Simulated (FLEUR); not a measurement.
# Fe: which magnetic order is lowest

A self-consistent run ends on one state, which hangs on the start. Several orders of Fe are started in FLEUR and their energies compared.

Method: LDA (VWN); all-electron FLAPW, Dirac cores, scalar-relativistic bands, in FLEUR MaX-R8.1.

The database entry behind the starting cell differs from later determinations by our own check (an axis about 0.7 % long against later determinations), so it need not match the best structure at ambient conditions.

## (1) The starting structure

It takes space group Im-3m (No. 229, cubic). The conventional cell has a = 2.886 Å, b = 2.886 Å, c = 2.886 Å, α = 90.00°, β = 90.00°, γ = 90.00°. Nearest to Fe lie 8 Fe at 2.50 Å.

Coordinates:

```xyz
1
Lattice="-1.4430 1.4430 1.4430 1.4430 -1.4430 1.4430 1.4430 1.4430 -1.4430" Properties=species:S:1:pos:R:3 pbc="T T T"
Fe    0.0000    0.0000    0.0000
```

## (2) Start 1: ferro +

The parallel start is the test of whether parallel moments hold.

inpgen writes inp.xml from crystal.txt; cutoffs, mixing, functional, smearing and local orbitals are then set in the file. The k list default-1 (kpts.xml, not shown) is a Γ-centred 18×18×18 mesh; where the ranks do not divide the number of points, some are split in two of half the weight.

File inp.xml:

```
<?xml version="1.0" encoding="UTF-8" standalone="no"?>
<fleurInput fleurInputVersion="0.39">
   <comment>
      Fe
   </comment>
   <calculationSetup>
      <cutoffs Kmax="3.6" Gmax="10.8" GmaxXC="10.8" numbands="0"/>
      <scfLoop itmax="90" minDistance="0.00002" maxIterBroyd="15" imix="Anderson" alpha="0.05" precondParam="0.0" spinf="2.0" sdNocoIR="T"/>
      <coreElectrons ctail="T" frcor="F" kcrel="1" coretail_lmax="0"/>
      <xcFunctional name="vwn" relativisticCorrections="F"/>
      <magnetism jspins="2"/>
      <soc l_soc="F" theta="0.0" phi="0.0" spav="F"/>
      <expertModes spex="0" secvar="F"/>
      <geometryOptimization l_f="F" forcealpha="1.0" forcemix="BFGS" epsdisp="0.00001" epsforce="0.00001"/>
      <ldaU l_linMix="F" mixParam="0.05" spinf="1.0"/>
   </calculationSetup>
   <cell>
      <bzIntegration valenceElectrons="16.0" mode="hist" fermiSmearingEnergy="0.00183747">
         <kPointListSelection listName="default-1"/>
         <xi:include xmlns:xi="http://www.w3.org/2001/XInclude" href="kpts.xml"> </xi:include>
      </bzIntegration>
      <xi:include xmlns:xi="http://www.w3.org/2001/XInclude" href="sym.xml"> </xi:include>
      <bulkLattice scale="1.0">
         <bravaisMatrix>
            <row-1>   -2.7268747977977998     2.7268747977977998     2.7268747977977998</row-1>
            <row-2>    2.7268747977977998    -2.7268747977977998     2.7268747977977998</row-2>
            <row-3>    2.7268747977977998     2.7268747977977998    -2.7268747977977998</row-3>
         </bravaisMatrix>
      </bulkLattice>
   </cell>
   <atomSpecies>
      <species name="Iron (Fe) 2.800" element="Fe" atomicNumber="26">
         <mtSphere radius="2.3" gridPoints="761" logIncrement="0.016"/>
         <atomicCutoffs lmax="8" lnonsphr="6"/>
         <electronConfig flipSpins="F">
            <coreConfig>(1s1/2) (2s1/2) (2p1/2) (2p3/2)</coreConfig>
            <valenceConfig>(3s1/2) (3p1/2) (3p3/2) (4s1/2) (3d3/2) (3d5/2)</valenceConfig>
            <stateOccupation state="(3d3/2)" spinUp="1.4" spinDown="1.0"/>
            <stateOccupation state="(3d5/2)" spinUp="3.0" spinDown="0.6"/>
         </electronConfig>
         <energyParameters s="4" p="4" d="3" f="4"/>
         <lo type="SCLO" l="0" n="3" eDeriv="0"/>
         <lo type="SCLO" l="1" n="3" eDeriv="0"/>
      </species>
   </atomSpecies>
   <atomGroups>
      <atomGroup species="Iron (Fe) 2.800">
         <relPos label="                   1">.0000000000 .0000000000 .0000000000</relPos>
         <force calculate="T" relaxXYZ="TTT"/>
      </atomGroup>
   </atomGroups>
   <output dos="F" band="F" slice="F">
      <bandDOS minEnergy="-.5*Htr" maxEnergy="0.5*Htr" sigma="0.015" storeEVData="T"/>
      <plotting iplot="0" polar="F">
         <plot TwoD="T" vec1="  1.0  0.0  0.0" vec2="  0.0  1.0  0.0" vec3="  0.0  0.0  1.0" zero="  0.0  0.0  0.0" file="plot"/>
      </plotting>
      <moessbauerParams electricFieldGradient="F" isomerShift="T" coreHyperfine="T" valenceHyperfine="T"/>
   </output>
</fleurInput>
```

File crystal.txt:

```
Fe
&input film=F cartesian=F /
-1.44300000000  1.44300000000  1.44300000000
1.44300000000  -1.44300000000  1.44300000000
1.44300000000  1.44300000000  -1.44300000000
1.8897261246
1.0 1.0 1.0

1
26 0.00000000000  0.00000000000  0.00000000000 : 2.800

&kpt div1=18 div2=18 div3=18 gamma=T /
```

On the command line:

```console
$ OMP_NUM_THREADS=1 inpgen -f crystal.txt > inpgen.log  # inp.xml is then edited as shown
$ OMP_NUM_THREADS=1 mpirun -n 4 fleur_MPI > fleur.log
```

The program printed:

```text
Welcome to FLEUR        (www.flapw.de)
      MaX-Release 8.1          (www.max-centre.eu)

 ========== k-point set info ==========
 Selected k-point list: default-1
 k-point list type: mesh
 0 x 0 x 0
 Number of k points: 196

 ------------Calculation Setup---------------------------
 Number of MPI-tasks      :            4
 Number of PE/node        :            4
 Number of OMP-threads    :            1
 k-points in parallel     :            4
 pe's per k-point         :            1
 No of k-point loops      :           49
 Eigenvalue solver        :       lapack
 Number of basis functions:           76
 Approximate size of matrices (H+S) per k-point:         0.000 GB
 --------------------------------------------------------
 [... lines of the core solver left out ...]
 Iteration:     1   Distance:      12.02813369 me/bohr^3
 [... lines of the core solver left out ...]
 Iteration:     2   Distance:      11.06012289 me/bohr^3
 [... lines of the core solver left out ...]
 Iteration:     3   Distance:       6.62817864 me/bohr^3
 [... lines of the core solver left out ...]
 Iteration:     4   Distance:       2.62794877 me/bohr^3
 [... lines of the core solver left out ...]
 Iteration:     5   Distance:       1.97954224 me/bohr^3
 [... lines of the core solver left out ...]
 Iteration:     6   Distance:       1.17972218 me/bohr^3
 [... lines of the core solver left out ...]
 Iteration:     7   Distance:       0.68881901 me/bohr^3
 [... lines of the core solver left out ...]
 Iteration:     8   Distance:       0.21203922 me/bohr^3
 [... lines of the core solver left out ...]
 Iteration:     9   Distance:       0.58714935 me/bohr^3
 [... lines of the core solver left out ...]
 Iteration:    10   Distance:       0.07094237 me/bohr^3
 [... lines of the core solver left out ...]
 Iteration:    11   Distance:       0.10126778 me/bohr^3
 [... lines of the core solver left out ...]
 Iteration:    12   Distance:       0.00091710 me/bohr^3
 [... lines of the core solver left out ...]
 Iteration:    13   Distance:       0.00631735 me/bohr^3
 [... lines of the core solver left out ...]
[... rest left out ...]

--- out.xml (last complete iteration) ---
<iteration numberForCurrentRun="   19" overallNumber="   19">
         <energyParameters units="Htr">
            <atomicEP atomType="1" spin="1" branch="4s" branchLowest="-2.88" branchHighest="1.83" value="0.1870283798"/>
            <atomicEP atomType="1" spin="1" branch="4p" branchLowest="-1.63" branchHighest="2.40" value="0.3210753134"/>
            <atomicEP atomType="1" spin="1" branch="3d" branchLowest="-9.99" branchHighest="0.38" value="0.2471207882"/>
            <atomicEP atomType="1" spin="1" branch="4f" branchLowest="-9.99" branchHighest="3.47" value="0.6351780636"/>
            <loAtomicEP atomType="1" spin="1" branch="3s" branchLowest="-29.48" branchHighest="-2.88" value="-2.8830314485"/>
            <loAtomicEP atomType="1" spin="1" branch="3p" branchLowest="-25.06" branchHighest="-1.63" value="-1.6497197809"/>
            <atomicEP atomType="1" spin="2" branch="4s" branchLowest="-2.78" branchHighest="1.89" value="0.1949179733"/>
            <atomicEP atomType="1" spin="2" branch="4p" branchLowest="-1.54" branchHighest="2.46" value="0.3255745332"/>
            <atomicEP atomType="1" spin="2" branch="3d" branchLowest="-9.99" branchHighest="0.47" value="0.3129937206"/>
            <atomicEP atomType="1" spin="2" branch="4f" branchLowest="-9.99" branchHighest="3.53" value="0.6369488619"/>
            <loAtomicEP atomType="1" spin="2" branch="3s" branchLowest="-29.43" branchHighest="-2.78" value="-2.7896580326"/>
            <loAtomicEP atomType="1" spin="2" branch="3p" branchLowest="-25.03" branchHighest="-1.54" value="-1.5594097054"/>
         </energyParameters>
         <bandgap value="0.0046922329" units="eV"/>
         <sumValenceSingleParticleEnergies value="-13.3522794228" units="Htr"/>
         <FermiEnergy value="0.3202060957" units="Htr"/>
         <valenceDensity>
            <mtCharges spin="1">
               <mtCharge atomType="1" total="8.5711184" s="1.1907876" p="3.1671871" d="4.1950539" f="0.0136904"/>
            </mtCharges>
            <mtCharges spin="2">
               <mtCharge atomType="1" total="6.3076704" s="1.1973220" p="3.1946096" d="1.9036137" f="0.0097004"/>
            </mtCharges>
            <spinDependentCharge spin="1" total="9.1154373" interstitial="0.5443190" mtSpheres="8.5711184"/>
            <spinDependentCharge spin="2" total="6.8845627" interstitial="0.5768923" mtSpheres="6.3076704"/>
            <totalCharge value="16.0000000000"/>
         </valenceDensity>
         <allElectronCharges>
            <spinDependentCharge spin="1" total="14.1154418" interstitial="0.5443190" mtSpheres="13.5711228"/>
            <spinDependentCharge spin="2" total="11.8845582" interstitial="0.5768923" mtSpheres="11.3076659"/>
            <totalCharge value="26.0000000001"/>
         </allElectronCharges>
         <magneticMomentsInMTSpheres units="muBohr">
            <globalMagMoment atomType="1" vec="0.00000   0.00000   2.26346"/>
            <localMagMoment atomType="1" vec="0.00000   0.00000   2.26346"/>
         </magneticMomentsInMTSpheres>
         <moessbauerParams unitsHFF="kG" unitsIS="e/bohr^3" unitsEFG="Htr/bohr^2">
            <coreHyperfineField atomType="1" hffTotal="-544.72700" isTotal="14874.89832">
               <shell n="1" l="0" hff="-19.05646" isomerShift="13593.32739"/>
               <shell n="2" l="0" hff="-527.38540" isomerShift="1274.58097"/>
               <shell n="2" l="1" hff="1.71485" isomerShift="6.98997"/>
            </coreHyperfineField>
            <isomerShift atomType="1" nucleusRadius="0.0000903" averageDensity="15067.64798"/>
         </moessbauerParams>
         <totalEnergy value="    -1270.5866503735" units="Htr">
            <sumOfEigenvalues value="     -734.5312432748">
               <coreElectrons value="-721.1789638520"/>
               <valenceElectrons value="-13.3522794228"/>
            </sumOfEigenvalues>
            <densityCoulombPotentialIntegral value="-1950.7164954349"/>
            <densityEffectivePotentialIntegral value="-2021.7467382409"/>
            <chargeDenXCDenIntegral value="-53.6624852961"/>
            <FockExchangeEnergyValence value="0.0000000000"/>
            <FockExchangeEnergyCore value="0.0000000000"/>
            <atomTypeDependentContributions atomType="1">
               <electronNucleiInteractionDifferentMTs value="1518.2938109023"/>
               <MadelungTerm value="-10.4876014237"/>
            </atomTypeDependentContributions>
            <tkbTimesEntropy value="0.0003260185"/>
            <freeEnergy value="-1270.5869763920"/>
            <extrapolationTo0K value="-1270.5868133827"/>
         </totalEnergy>
         <densityConvergence units="me/bohr^3">
            <chargeDensity spin="1" distance="0.0000016438"/>
            <chargeDensity spin="2" distance="0.0000009931"/>
            <overallChargeDensity distance="0.0000021861"/>
            <spinDensity distance="0.0000016117"/>
         </densityConvergence>
      </iteration>
```

The job ended after 11 s (4 MPI ranks of Arm Neoverse N1, shared host; peak memory 0.16 GiB; 44 s of CPU time).

Read from the output:

* free energy: -34574.4330 eV
* program's band gap on this mesh (in a metal only a level spacing): 0.004692 eV
* magnetization: 2.231 μB
* final state: ferromagnetic
* largest moment: 2.263 μB

After 19 cycles the largest moment stands at 2.26 μB.

## (3) Run 2 (antiferro q=(0,0,1/2) +-)

Another pattern of signs weighs the neighbour shells otherwise.

The cell is doubled to 2 atoms to hold this order. The mesh is halved along the doubled vector, so that both cells sample the same points. The k list default-1 (kpts.xml, not shown) is a Γ-centred 18×18×9 mesh.

inp.xml, as its differences from that of step 2:

```diff
@@ -17,3 +17,3 @@
    <cell>
-      <bzIntegration valenceElectrons="16.0" mode="hist" fermiSmearingEnergy="0.00183747">
+      <bzIntegration valenceElectrons="32.0" mode="hist" fermiSmearingEnergy="0.00183747">
          <kPointListSelection listName="default-1"/>
@@ -26,3 +26,3 @@
             <row-2>    2.7268747977977998    -2.7268747977977998     2.7268747977977998</row-2>
-            <row-3>    2.7268747977977998     2.7268747977977998    -2.7268747977977998</row-3>
+            <row-3>    5.4537495955955997     5.4537495955955997    -5.4537495955955997</row-3>
          </bravaisMatrix>
@@ -44,2 +44,15 @@
       </species>
+      <species name="Iron (Fe) -2.800" element="Fe" atomicNumber="26">
+         <mtSphere radius="2.3" gridPoints="761" logIncrement="0.016"/>
+         <atomicCutoffs lmax="8" lnonsphr="6"/>
+         <electronConfig flipSpins="F">
+            <coreConfig>(1s1/2) (2s1/2) (2p1/2) (2p3/2)</coreConfig>
+            <valenceConfig>(3s1/2) (3p1/2) (3p3/2) (4s1/2) (3d3/2) (3d5/2)</valenceConfig>
+            <stateOccupation state="(3d3/2)" spinUp="1.0" spinDown="1.4"/>
+            <stateOccupation state="(3d5/2)" spinUp="0.6" spinDown="3.0"/>
+         </electronConfig>
+         <energyParameters s="4" p="4" d="3" f="4"/>
+         <lo type="SCLO" l="0" n="3" eDeriv="0"/>
+         <lo type="SCLO" l="1" n="3" eDeriv="0"/>
+      </species>
    </atomSpecies>
@@ -48,2 +61,6 @@
          <relPos label="                   1">.0000000000 .0000000000 .0000000000</relPos>
+         <force calculate="T" relaxXYZ="TTT"/>
+      </atomGroup>
+      <atomGroup species="Iron (Fe) -2.800">
+         <relPos label="                   2">.0000000000 .0000000000 1.000/2.000</relPos>
          <force calculate="T" relaxXYZ="TTT"/>
```

File crystal.txt:

```
Fe
&input film=F cartesian=F /
-1.44300000000  1.44300000000  1.44300000000
1.44300000000  -1.44300000000  1.44300000000
2.88600000000  2.88600000000  -2.88600000000
1.8897261246
1.0 1.0 1.0

2
26 0.00000000000  0.00000000000  0.00000000000 : 2.800
26 0.00000000000  0.00000000000  0.50000000000 : -2.800

&kpt div1=18 div2=18 div3=9 gamma=T /
```

The program printed:

```text
[banner, memory and clock lines left out]
Welcome to FLEUR        (www.flapw.de)
      MaX-Release 8.1          (www.max-centre.eu)

 ========== k-point set info ==========
 Selected k-point list: default-1
 k-point list type: mesh
 0 x 0 x 0
 Number of k points: 776

 ------------Calculation Setup---------------------------
 Number of PE/node        :            4
 Number of OMP-threads    :            1
 k-points in parallel     :            4
 pe's per k-point         :            1
 No of k-point loops      :          194
 Eigenvalue solver        :       lapack
 Number of basis functions:          148
 Approximate size of matrices (H+S) per k-point:         0.000 GB
 [... lines of the core solver left out ...]
 Iteration:     1   Distance:      15.27382297 me/bohr^3
 [... lines of the core solver left out ...]
 Iteration:     2   Distance:      14.35372637 me/bohr^3
 [... lines of the core solver left out ...]
 Iteration:     3   Distance:       9.29593307 me/bohr^3
 [... lines of the core solver left out ...]
 Iteration:     4   Distance:       7.98056337 me/bohr^3
 [... lines of the core solver left out ...]
 Iteration:     5   Distance:       5.50000970 me/bohr^3
 [... lines of the core solver left out ...]
 Iteration:     6   Distance:       5.99646269 me/bohr^3
 [... lines of the core solver left out ...]
 Iteration:     7   Distance:       3.25644716 me/bohr^3
 [... lines of the core solver left out ...]
[... rest left out ...]

--- out.xml (last complete iteration) ---
<iteration numberForCurrentRun="   24" overallNumber="   24">
         [... left out ...]
         <bandgap value="0.0020608030" units="eV"/>
         <sumValenceSingleParticleEnergies value="-26.7734728158" units="Htr"/>
         <FermiEnergy value="0.3308017066" units="Htr"/>
         <valenceDensity>
            <mtCharges spin="1">
               <mtCharge atomType="1" total="8.4582670" s="1.2023427" p="3.1980546" d="4.0424064" f="0.0120927"/>
               <mtCharge atomType="2" total="6.4170151" s="1.1900163" p="3.1749464" d="2.0363210" f="0.0121874"/>
            </mtCharges>
            <mtCharges spin="2">
               <mtCharge atomType="1" total="6.4170151" s="1.1900163" p="3.1749464" d="2.0363210" f="0.0121874"/>
               <mtCharge atomType="2" total="8.4582670" s="1.2023427" p="3.1980546" d="4.0424064" f="0.0120927"/>
            </mtCharges>
            <spinDependentCharge spin="1" total="16.0000000" interstitial="1.1247179" mtSpheres="14.8752821"/>
            <spinDependentCharge spin="2" total="16.0000000" interstitial="1.1247179" mtSpheres="14.8752821"/>
            <totalCharge value="32.0000000000"/>
         </valenceDensity>
         [... left out ...]
         <magneticMomentsInMTSpheres units="muBohr">
            <globalMagMoment atomType="1" vec="0.00000   0.00000   2.04126"/>
            <localMagMoment atomType="1" vec="0.00000   0.00000   2.04126"/>
            <globalMagMoment atomType="2" vec="0.00000   0.00000  -2.04126"/>
            <localMagMoment atomType="2" vec="0.00000   0.00000  -2.04126"/>
         </magneticMomentsInMTSpheres>
         [... left out ...]
         <totalEnergy value="    -2541.1576658581" units="Htr">
            <sumOfEigenvalues value="    -1469.2431123418">
               <coreElectrons value="-1442.4696395260"/>
               <valenceElectrons value="-26.7734728158"/>
            </sumOfEigenvalues>
            <densityCoulombPotentialIntegral value="-3901.6229861919"/>
            <densityEffectivePotentialIntegral value="-4043.6365972301"/>
            <chargeDenXCDenIntegral value="-107.2902301871"/>
            <FockExchangeEnergyValence value="0.0000000000"/>
            <FockExchangeEnergyCore value="0.0000000000"/>
         [... left out ...]
            <tkbTimesEntropy value="0.0011184501"/>
            <freeEnergy value="-2541.1587843082"/>
            <extrapolationTo0K value="-2541.1582250831"/>
         </totalEnergy>
         <densityConvergence units="me/bohr^3">
            <chargeDensity spin="1" distance="0.0000053032"/>
            <chargeDensity spin="2" distance="0.0000053032"/>
            <overallChargeDensity distance="0.0000085304"/>
            <spinDensity distance="0.0000063030"/>
         </densityConvergence>
      </iteration>
```

It took 2.9 min on 4 MPI ranks; peak memory 0.27 GiB; 11 min of CPU time.

Numbers from this step:

- free energy: -69148.4532 eV
- program's band gap on this mesh (in a metal only a level spacing): 0.002061 eV
- magnetization: 0 μB
- final state: antiferromagnetic
- largest moment: 2.041 μB

It lies 206 meV a seeded atom over the first start, and its largest moment is 2.04 μB against 2.26 μB.

[end of part 1 of 2]

[Logs and program files are shortened in this print: banners, set-up blocks, solver, clock and traceback lines can be left out without a mark of their own.]

[Logs are printed without paths, hosts, clocks, repeated set-up lines and the standing remarks that a program may print on its own settings, such as how far it seeks lower states.]

[Hosts, paths, dates, database ids (printed as entryN), source tags and the programs' standing remarks are cut or masked in the printed files.]

[Where a cell is said to come from a database of computed structures, the database is the Materials Project.]
